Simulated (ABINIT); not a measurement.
**Quasiparticle gap of WSe2 (P6_3/mmc) in ABINIT**

How does a plane-wave GW calculation on WSe2 (P6_3/mmc) run from the first input to the gap?

Main program and level: ABINIT 10.8.3; PBE and many-body steps on it, plane waves.

This is a report of a sequence of runs, with most program output left out.

The database entry behind the starting cell differs from later determinations by our own check (a about 0.2 % long), so it need not match the best structure at ambient conditions.

## (1) The starting structure

It takes space group P6_3/mmc (No. 194, hexagonal). Conventional cell: a = 3.290 Å, b = 3.290 Å, c = 12.970 Å, α = 90.00°, β = 90.00°, γ = 120.00°. W has 6 Se at 2.53 Å nearest. Se has 3 W at 2.53 Å nearest. Farther neighbours and most contacts between anions are not listed.

The cell and positions come from the Crystallography Open Database and are kept as given unless a step says otherwise. Spin-orbit coupling is left out unless a step names it.

## (2) Ground state

This step: ABINIT 10.8.3; DFT, PBE, plane waves, norm-conserving pseudopotentials.

The ground-state density comes first.

run.abi

```
acell 3*1.0 Angstrom
rprim 
  3.290000000028 -0.000000000007 0.000000000000
  -1.645000000008 2.849223578479 0.000000000000
  0.000000000000 0.000000000000 12.970000000000
ntypat 2
znucl 74 34
natom 6
typat 1 1 2 2 2 2
xred 
  0.333333333333 0.666666666667 0.250000000000
  0.666666666667 0.333333333333 0.750000000000
  0.333333333333 0.666666666667 0.621000000000
  0.666666666667 0.333333333333 0.121000000000
  0.333333333333 0.666666666667 0.879000000000
  0.666666666667 0.333333333333 0.379000000000
pp_dirpath "pseudos"
pseudos "W.upf, Se.upf"
ecut 58
ngkpt 6 6 2
nshiftk 1
shiftk 0 0 0
kptopt 1
chksymbreak 0
nband 69
occopt 1
tolvrs 1e-08
nstep 60
prtwf 0
optforces 0
optstress 0
indata_prefix "in"
outdata_prefix "out"
tmpdata_prefix "tmp"
```

On the command line:

```bash
$ OMP_NUM_THREADS=1 mpirun -n 4 abinit run.abi > log
```

Run time: 5.9 min. Hardware: 4 MPI ranks of Arm Neoverse V1, shared host; peak memory 0.85 GiB.

Numbers from this step:

| Item | Value |
| --- | --- |
| total energy | -40949.7471 eV |
| gap | 0.9782 eV |
| k of the valence top | 0, 0, 0 |
| k of the conduction bottom | 0.1667, 0.1667, 0 |
| least direct gap | 1.524 eV |

The gap is indirect, with the least direct gap 0.55 eV higher.

## (3) Empty states on the mesh, 3×3×1 mesh, 159 bands

The sums over transitions need many empty states on a uniform mesh; this step solves for them.

Edit run.abi of step 2 so:

```diff
@@ -19,3 +19,3 @@
 ecut 58
-ngkpt 6 6 2
+ngkpt 3 3 1
 nshiftk 1
@@ -24,9 +24,10 @@
 chksymbreak 0
-nband 69
-occopt 1
-tolvrs 1e-08
+iscf -2
+irdden 1
+istwfk *1
+nband 159
+nbdbuf 14
+tolwfr 1e-09
 nstep 60
-prtwf 0
-optforces 0
-optstress 0
+prtvol 0
 indata_prefix "in"
```

On the command line:

```bash
$ OMP_NUM_THREADS=1 mpirun -n 3 abinit run.abi > log
```

It took 2.9 min on 3 MPI ranks; peak memory 0.47 GiB; 8.6 min of CPU time.

This step gave:

| Quantity | Value |
| --- | --- |
| gap | 1.330 eV |
| k of the valence top | 0, 0, 0 |
| k of the conduction bottom | 0.3333, 0.3333, 0 |
| least direct gap | 1.524 eV |
| k points computed | 3 |
| lowest point of the top converged band, above the valence top | 35.87 eV |

On this mesh the gap is 1.330 eV. The earlier step found 0.978 eV, so this mesh misses an edge.

## (4) Screening, 3×3×1 mesh, 145 bands, screening to 98 eV

The RPA dielectric matrix is built and inverted for each q.

This step: RPA screening on PBE, plane waves, norm-conserving pseudopotentials.

Edit run.abi of step 3 so:

```diff
@@ -24,10 +24,11 @@
 chksymbreak 0
-iscf -2
-irdden 1
 istwfk *1
-nband 159
-nbdbuf 14
-tolwfr 1e-09
-nstep 60
-prtvol 0
+occopt 1
+irdwfk 1
+optdriver 3
+nband 145
+ecuteps 3.6
+inclvkb 2
+awtr 1
+symchi 1
 indata_prefix "in"
```

On the command line:

```bash
$ OMP_NUM_THREADS=1 mpirun -n 4 abinit run.abi > log
```

Run time: 98 s. Hardware: 4 MPI ranks; peak memory 2.4 GiB; 6.5 min of CPU time.

Numbers from this step:

| Quantity | Value |
| --- | --- |
| ε∞ with local fields, on this mesh, along the program's q direction | 18.94 |
| the same without local fields | 21.00 |
| plasma frequency | 37.50 eV |
| plane waves in the screening matrix | 279 |

Local fields lower ε∞ by 10 %. On a Γ-centred mesh this coarse the value itself is usually too large, while a short band sum pulls it down.

## (5) Self-energy, 3×3×1 mesh, 145 bands, screening to 98 eV

The self-energy is evaluated for the states that the input lists, and the levels follow from it, in one-shot runs by the linearised quasiparticle equation.

This step: G0W0 on PBE, plane waves, norm-conserving pseudopotentials.

Edit run.abi of step 4 so:

```diff
@@ -27,8 +27,17 @@
 irdwfk 1
-optdriver 3
+optdriver 4
 nband 145
+gwcalctyp 0
+ecutsigx 58
+symsigma 1
+nkptgw 2
+kptgw 
+  0.0000000000 0.0000000000 0.0000000000
+  0.3333333333 0.3333333333 0.0000000000
+bdgw 
+  61 64
+  61 64
 ecuteps 3.6
-inclvkb 2
-awtr 1
-symchi 1
+irdscr 1
+ppmodel 1
 indata_prefix "in"
```

Wall time 14 s (4 MPI ranks); peak memory 1.9 GiB; 57 s of CPU time.

This step gave:

| Quantity | Value |
| --- | --- |
| G0W0 gap on the points computed | 1.892 eV |
| starting gap on the mesh | 1.330 eV |
| k of the valence top | 0, 0, 0 |
| k of the conduction bottom | 0.3333, 0.3333, 0 |
| Z at the valence top | 0.797 |
| Z at the conduction bottom | 0.793 |
| least direct G0W0 gap on the computed points | 2.155 eV |

The gap on the mesh goes from 1.33 eV to 1.89 eV, a correction of +0.56 eV. The start differs from the 0.98 eV found before because the two sample other k points.

Limits: finite bands, cutoff and mesh; no spin-orbit coupling; coarse k mesh. v1 is the top filled band, c1 the lowest empty one. The levels before and after the correction (eV, zero at the valence-band top of each column):

|  | conduction bottom | valence top |
| --- | --- | --- |
| Kohn-Sham | 1.33 | 0.00 |
| G0W0 | 1.89 | 0.00 |

```
                           level  energy (eV)
Kohn-Sham                   Γ v2       -1.070
Kohn-Sham                   Γ v1        0.000
Kohn-Sham                Γ c1-c2        2.641
Kohn-Sham     (0.333 0.333 0) v2       -0.440
Kohn-Sham     (0.333 0.333 0) v1       -0.194
Kohn-Sham  (0.333 0.333 0) c1-c2        1.330
     G0W0                   Γ v2       -1.557
     G0W0                   Γ v1        0.000
     G0W0                Γ c1-c2        3.136
     G0W0     (0.333 0.333 0) v2       -0.593
     G0W0     (0.333 0.333 0) v1       -0.263
     G0W0  (0.333 0.333 0) c1-c2        1.892
```

## (6) Where the time went

Times are wall times on the hardware named with each run, good to a factor of about two.

| step | time | share | memory (GiB) |
| --- | --- | --- | --- |
| ground state | 5.9 min | 55 % | 0.85 |
| empty states on the mesh | 2.9 min | 27 % | 0.47 |
| screening | 98 s | 15 % | 2.4 |
| self-energy | 14 s | 2 % | 1.9 |

## (7) Outcome

| Quantity | Value |
| --- | --- |
| PBE gap | 0.98 eV, indirect |
| G0W0 gap on the mesh | 1.89 eV |
| G0W0 gap over the zone (rigid shift) | 1.54 eV |
| GW settings | 3×3×1 mesh, 145 bands, screening to 98 eV, Godby-Needs plasmon pole |
| known limits | not at the basis limit; no spin-orbit coupling; coarse k mesh |

**Reading.** G0W0 moves the gap on the mesh from 1.33 eV to 1.89 eV (+0.56 eV), with Z of 0.80 and 0.79 at the edges. The mesh misses the band edges by 0.35 eV in all; a rigid shift gives 1.54 eV for the zone. Local fields lower the RPA ε∞ on this mesh from 21.00 to 18.94; a Γ-centred mesh this coarse tends to raise both, most where the direct gap is narrow, while a short band sum lowers them. Only 2 of the mesh's irreducible points were corrected, so a valley elsewhere could overtake. The dearest step here is «ground state». Bands and cutoff are finite, so the gap is not at the basis limit. The miss can reach some tenths of an eV and take either sign; the mesh is an error of its own. In the G0W0 run levels were corrected at 2 k points alone, so a gap called «on the mesh» is the least over those, and an edge elsewhere would be missed. A denser mesh or path gives a starting gap of 0.98 eV: the GW mesh misses a band edge, so its gaps are not the fundamental one. The 3×3×1 mesh is coarse for this cell, which bears on the long-range parts of exchange and screening. The many-body steps are scalar-relativistic: spin-orbit coupling is not in them.

[Paths, hosts, dates, memory and timing lines, banners, echoed tables and standing remarks are left out of the program output.]

[Logs are printed without paths, hosts, clocks, repeated set-up lines and the standing remarks that a program may print on its own settings, such as how far it seeks lower states.]

[Runs of the session that timed out or met a known fault of the program may be left out.]

[Hosts, paths, dates, database ids (printed as entryN), source tags and the programs' standing remarks are cut or masked in the printed files.]

[G0W0 gaps are taken among the corrected bands and points alone; a level outside them can change the order at an edge.]

[Where Ansatz stands beside ABINIT at settings called matched, ABINIT's density can come from a denser mesh and the files from another edition; pairs whose starting gaps differed by over 0.03 eV were left out, so agreement reads better than it is.]
